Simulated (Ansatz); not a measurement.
# Phonons of VInGa in the AlB2 type, part 2 of 3

Question: is the lattice of VInGa in the AlB2 type stable, and if so, what are its coupling constant and resistivity?

Ansatz 0.2.0; DFT PBE, scalar-relativistic, plane waves, PAW; PAW set soft_1.

So far. Step 2 (Relaxing cell and atoms): The largest force is now zero by symmetry and the largest stress component 0.0033 GPa. Step 3 (Relaxation): The largest force is now zero by symmetry and the largest stress component 0.033 GPa. The relaxed cell has a = 4.660, c = 2.774 Å (conventional setting).

The structure was built from a prototype and need not be the compound's stable phase.

## (4) Relaxing tightly for phonons

No force is left; the cell is relaxed once more with another smearing and tight thresholds.

File input.yaml:

```yaml
crystal:
  lattice:
    - [4.6603935201, 0.0, 0.0]
    - [-2.3301967601, 4.0360191801, 0.0]
    - [0.0, 0.0, 2.7738271507]
  atoms:
    - { symbol: V, position: [0.0, 0.0, 0.0] }
    - { symbol: Ga, position: [0.3333333333, 0.6666666667, 0.5] }
    - { symbol: In, position: [0.6666666667, 0.3333333333, 0.5] }
kpoints:
  mp_grid: { grid: [6, 6, 9] }
hamiltonian:
  xc: pbe
  pseudopotentials: { kind: paw, azcp: { folder: soft_1 } }
scf:
  occupations: { method: methfessel_paxton, width: 0.2 }
output:
  forces: true
  stress: true
  eigenvalues: true
relax:
  adjacent_minimum: "off"
  f_tol: 0.001
  max_steps: 60
  cell: { stress_tol: 0.01 }
```

Command:

```sh
$ ansatz run input.yaml --threads 4 --pin off --max-ram 12288MiB --backend cpu --events-out ev --progress --plain --runs-dir out
```

Numbers of over 12 decimals in the logs are rounded to 6 here.

Output:

```text
[the first part of the log is left out]
  E_vxc        = -291.350941  (∫ρ·V_xc dr)
  E_paw        = -7326.002239  (= ΣΔE_a)
  E_vpaw       = -895.997285  (= ΣTr[D̂ρ^β])
  E_aug_tail   = 0.000975  (compensation charges beyond the density's cutoff)
  E_ewald      = -4062.571396
  E_smearing   = 0.001817  (= −TS)
  E_closure    = 0.000000  (closes the sum)
  Σ components = -12292.478553   (vs F -12292.478553, Δ=0.00e0)
[...]
--- Stress (GPa, compression-positive) ---
        0.003638       0.000000       0.000000
       -0.000000       0.003638       0.000000
        0.000000       0.000000       0.000347
  P = ⅓ Tr σ = 0.0025 GPa (0.025 kbar)
--- Band table (eV; the first three rows and the last of 35) ---
[...]
--- Relaxed structure (4 steps of the walk, 4 accepted, 1 SCFs on fresh bases) ---
[...]
cell:  # Å, volume = 52.1958 Å³
    - [4.665406, 2.8898693955346106e-11, 0.0]
    - [-2.332703, 4.040361, 0.0]
    - [0.0, 0.0, 2.769017]
  atoms:
    - { symbol: V, position: [0, 0, 0.0] }
    - { symbol: Ga, position: [0.333333, 0.666667, 0.5] }
    - { symbol: In, position: [0.666667, 0.333333, 0.5] }
```

It took 7.5 s on 4 threads of Intel Xeon Platinum 8488C (Sapphire Rapids), shared host; peak memory 0.48 GiB.

Step by step:

```
step  energy less that of the first step (eV)  largest force component (eV/Å)  pressure (GPa)  volume (Å³)
   1                                   0.0000                          0.0000            0.01        52.17
   2                                  -0.0001                          0.0000            0.02        52.19
   3                                  -0.0001                          0.0000           -0.01        52.20
   4                                  -0.0001                          0.0000            0.00        52.20
   5                                  -0.0001                          0.0000            0.00        52.20
```

The log counts 1 steps on a newly chosen plane-wave basis, not all of them marked here; energy and pressure can jump at such steps.

```
conventional cell, symmetrised  before  after  change
                         a (Å)   4.660  4.665  +0.1 %
                         b (Å)   4.660  4.665  +0.1 %
                         c (Å)   2.774  2.769  -0.2 %
              volume (Å³/atom)   17.39  17.40  +0.0 %
```

The relaxed structure:

```
V Ga In
1.0
     4.66541    0.00000    0.00000
    -2.33270    4.04036    0.00000
     0.00000    0.00000    2.76902
V Ga In
1 1 1
Direct
  0.00000 0.00000 0.00000
  0.33333 0.66667 0.50000
  0.66667 0.33333 0.50000
```

Numbers from this step:

| Item | Value |
| --- | --- |
| pressure | 0.002541 GPa |
| volume per atom | 17.40 Å³/atom |

The largest force is now zero by symmetry and the largest stress component 0.0036 GPa, small enough for phonons.

## (5) Phonons: q 2×2×2, k 4×4×6

Before any scattering is computed, the phonons show whether the structure is a minimum.

File input.yaml:

```yaml
crystal:
  lattice:
    - [4.6654064975, 0.0, 0.0]
    - [-2.3327032488, 4.0403605458, 0.0]
    - [0.0, 0.0, 2.7690170841]
  atoms:
    - { symbol: V, position: [0.0, 0.0, 0.0] }
    - { symbol: Ga, position: [0.3333333333, 0.6666666667, 0.5] }
    - { symbol: In, position: [0.6666666667, 0.3333333333, 0.5] }
kpoints:
  mp_grid: { grid: [4, 4, 6] }
hamiltonian:
  xc: pbe
  pseudopotentials: { kind: paw, azcp: { folder: soft_1 } }
scf:
  occupations: { method: methfessel_paxton, width: 0.2 }
output:
  eigenvalues: true
phonons:
  method: dfpt
  qmesh: [2, 2, 2]
  temperatures: { t_max: 1000, t_step: 50 }
  qpath:
    path:
      - [[0.0, 0.0, 0.0], [0.5, 0.0, 0.0], [0.33333333, 0.33333333, 0.0], [0.0, 0.0, 0.0], [0.0, 0.0, 0.5], [0.5, 0.0, 0.5], [0.33333333, 0.33333333, 0.5], [0.0, 0.0, 0.5]]
      - [[0.5, 0.0, 0.5], [0.5, 0.0, 0.0]]
      - [[0.33333333, 0.33333333, 0.5], [0.33333333, 0.33333333, 0.0]]
    npoints: 10
```

Output:

```text
[...]
Crystal: 3 atoms, lattice volume = 52.196 Å³
Basis set: ecut = 420 eV, 1023 PW (Γ), exchange–correlation on 64×64×40 points (8 copies of the dense FFT grid, shifted against one another)
Bands: 24, of which v1, the nominal top of the filled ones, is band 20 counted from 1 (19 counted from 0)
Symmetry: 12 space group operations
k-points: 16 of 96 (time reversal used)
[...]
SCF iter   1: F=—  HF=-12293.454478 eV  |F-HF|=—  |Δ(HF+E_count)|=         —  Δρ=7.18e-2  dr2=6.02e0  ethr=3.10e-3  ⟨swp⟩=4.3  Hψ=1414  notcnv=0
[...]
SCF iter  11: F=-12292.509244 eV  HF=-12292.509244 eV  |F-HF|=0.00e0  |Δ(HF+E_count)|=    0.00e0  S|Δr|=    0.00e0  Δρ=4.32e-8  dr2=7.99e-13  ethr=1.00e-12  ⟨swp⟩=5.0  Hψ=1493  notcnv=0
SCF 1 converged in 11 iterations: F = -12292.509244 eV  dr2 = 7.99e-13
[...]
phonons: the bands overlap, so this run is a metal and interpolates without the dipole-dipole term. If the crystal is really an insulator or semiconductor, its LO-TO splitting is missing
NSCF: frozen V_eff on 16 k-points
[...]
DFPT response loops at q = (0, 0, 0) (fractional): preconditioner auto → Kerker (q_TF=auto, 2.599 Å⁻¹) (partly filled bands, converged f_vac=0.000); β = 1.00, the filter's whole step (`scf.mixing.beta` (0.50) is not read by the response loops under this deck's `scf.mixing.preconditioner`; to damp them name `kerker` or `kerker_dos`, under which they read `scf.mixing.beta`, and type it under 1.00, their step now; both keys bind the ground state too); Broyden in place of MSR1
[...]
SCF converged after 11 iterations
Stability not checked: this state was not tested for a lower state beside it, because cold or Methfessel-Paxton smearing, or corrected tetrahedra, fill the levels in a way that the test cannot read (fill_not_monotonic; see scf.lower_state_search)
Free energy (F): -12292.509244 eV
[...]
Internal energy: -12292.505207 eV  (E = F + TS)
E sigma→0 (E₀):  -12292.508235 eV
Entropy (-TS):   -0.004036 eV (-1.345 meV/atom)
Fermi energy:    13.410725 eV
[...]
--- Band table (eV; the first three rows and the last of 16) ---
  k-point 0: bands = [... 16 lower, 10.5326, 11.3335, 12.0806, 14.3186, 14.3186, 14.8836, 14.8836, 16.2321]
  k-point 1: bands = [... 16 lower, 11.0784, 11.8076, 12.5817, 13.4216, 13.4216, 16.0695, 16.0695, 16.2549]
  k-point 2: bands = [... 16 lower, 12.4723, 12.4723, 12.6039, 12.6039, 13.2852, 15.5332, 15.9833, 15.9833]
  k-point 15: bands = [... 16 lower, 10.2073, 11.5189, 11.8585, 13.9787, 14.2713, 14.3833, 14.9893, 15.2777]
--- Phonons (Γ-DFPT): 6 representative perturbations + reference (Σ response iterations 18) ---
  ASR residual: 3.407e-5 → 0.000e0 eV/Å²; symmetrization residual: 3.058e-5 eV/Å²
  ASR residual per site (eV/Å²): 3.41e-5 2.62e-5 1.31e-5
  Γ frequencies (cm⁻¹): 0.00 0.00 0.00 25.34 124.12 124.12 129.66 185.97 185.97
--- Phonons (arbitrary-q DFPT): 4 irreducible q on the 2×2×2 mesh ---
  q = [0.0000, 0.0000, 0.0000] (star 1, of the zone-centre solve; hermiticity 8.61e-6, symmetrization 2.53e-10): -0.00 -0.00 0.00 25.34 124.12 124.12 129.66 185.97 185.97
  q = [0.0000, 0.0000, -0.5000] (star 1, 6 solved perturbations in 132 linear systems a pass and spin channel, the states on 28 of 96 k-point pairs; hermiticity 1.88e-6, symmetrization 2.65e-7): -142.00 62.54 62.54 142.65 181.58 181.58 211.78 211.78 222.51
  q = [0.0000, -0.5000, 0.0000] (star 3, 9 solved perturbations on 28 of 96 k-point pairs; hermiticity 4.29e-5, symmetrization 1.98e-5): -81.91 34.16 58.28 76.76 101.89 140.79 156.79 179.12 200.72
[...]
sum rule: each row above includes the acoustic sum rule's correction from the zone centre's row sums; it moved no ω² by more than (0.43 cm⁻¹)²
  mesh force constants: q→R imaginary residual 1.14e-17; ASR residual 3.407e-5 → 0.000e0 eV/Å²; symmetrization residual 7.105e-15 eV/Å²
  interpolated dispersion: 93 rows × 9 modes
  density of states and harmonic sums: on the 16×16×22 q-mesh, interpolated from the force constants of a 2×2×2 supercell (no non-analytic term)
  largest difference from the sums on the solved wave vectors: F 1.69e-2 eV, S 4.45e-5 and C_V 2.81e-5 eV/K
  zero-point energy: 0.068902 eV/cell   skipped modes (ω ≤ 0): 332, of them read as no rigid motion or as one in doubt: 329 (9.281e-1 modes/cell left out, lowest -142.00 cm⁻¹)   left out of the sums: 1.03e-1 of the cell's modes: C_V's classical limit lies that fraction below 3 k_B per atom; for a crystal, a wire or a layer, F and S can be off by more, and a phonons.interpolated_qmesh denser along its periods is the remedy for the sampling
```

Wall time 23 s (4 threads); peak memory 0.57 GiB.

This step gave:

```yaml
share_of_imaginary_modes_in_the_plain_interpolation_between_solved_wavevectors: 0.1033
highest_frequency_solved_or_plainly_interpolated: 241.4 cm⁻¹
```

Solved on the 2×2×2 mesh alone; all other wavevectors are interpolated. Phonon branches along the path, in cm⁻¹:

```
    point  branch 1  branch 2  branch 3  branch 4  branch 5  branch 6  branch 7  branch 8  branch 9
        Γ         0         0         0        25       124       124       130       186       186
  halfway       -58        29        45        73       103       134       139       184       194
        M       -82        34        58        77       102       141       157       179       201
  halfway       -60        35        58        59       119       142       148       173       202
        K       -32        36        59        65       114       143       151       165       203
  halfway       -55        31        49        64       114       136       136       180       197
        Γ         0         0         0        25       124       124       130       186       186
  halfway       -66        53        53       103       166       168       168       186       186
        A      -142        62        62       143       182       182       212       212       222
  halfway      -102        45        90       142       178       187       191       197       236
        L       -34        19       114       138       169       175       191       192       241
  halfway       -53        63       117       135       164       169       194       197       238
        H       -58        81       123       133       155       169       197       201       234
  halfway       -90        45        96       140       175       186       190       197       236
        A      -142        62        62       143       182       182       212       212       222
jump to L       -34        19       114       138       169       175       191       192       241
  halfway       -30        84       100       117       119       146       175       198       202
        M       -82        34        58        77       102       141       157       179       201
jump to H       -58        81       123       133       155       169       197       201       234
  halfway       -37        90       112       117       129       152       175       183       202
        K       -32        36        59        65       114       143       151       165       203
```

The phonon branches as a text plot (rows in cm⁻¹):

```
    233 |                         *************  *       *
    217 |                      ***             ** **      **
    201 |   **********        **  ***  ********   ***************
    185 |*******     *******************    ******   **** ***
    170 |       *****       **      *********    ******  ** *****
    154 |    ******        *             **       * *  **********
    138 |**************** *    ******************* *   ****   ***
    122 |**     ***********  **       *****      ******  ***** **
    106 |  *  **            *        *     **      ******  ***
     90 |   **             *       **        *      ***  **** **
     74 |     **                  *     ***   *    *  ***    * **
     58 |  ************   * *******        *  ***      **     * *
     42 | **  ****** *** ***       **  *    **    *    **      **
     26 |*****      *******          **          *
     10 |*               *                        *
     -6 |*              *  *
    -22 |              *                         * **
    -38 | *      ***  *               *              *      *****
    -54 |  *    *   **               * *****          *  ***
    -70 |   **              *               *
    -86 |     **                    *                  **
   -102 |                    *     *         *
   -118 |                     *               *
   -134 |                      ****            **
         Γ    M  K      Γ       A     L  H     A|L     M|H      K
```

Lowest modes at the softest wavevector of the mesh. The modes at q = (0.000, 0.000, 0.500) (shares of kinetic energy by element, %) (negative means imaginary):

```
mode  frequency (cm⁻¹)  V %  Ga %  In %
   1            -142.0  100     0     0
   2              62.5    0    36    64
   3              62.5    0    36    64
   4             142.7    0    95     5
   5             181.6    0    64    36
   6             181.6    0    64    36
```

Displacements in mode 1 (-142.0 cm⁻¹), the largest set to 1, in the home cell:
```
V1  0.00 0.00 1.00
Ga2 0.00 0.00 0.00
In3 0.00 0.00 0.00
```

Displacements in mode 6 (181.6 cm⁻¹), the largest set to 1, in the home cell (x, y, z of the real part, then of the imaginary part):
```
V1   0.00  0.00  0.00  0.00  0.00  0.00
Ga2  0.76  1.00  0.00 -0.03  0.02  0.00
In3 -0.45 -0.59  0.00  0.02 -0.01  0.00
```

Among the solved wavevectors the lowest mode, translations apart, is -142 cm⁻¹, imaginary.

(Continued in part 3 of 3.)

[Logs are printed without paths, hosts, clocks, repeated set-up lines and the standing remarks that a program may print on its own settings, such as how far it seeks lower states.]

[Hosts, paths, dates, database ids (printed as entryN), source tags and the programs' standing remarks are cut or masked in the printed files.]
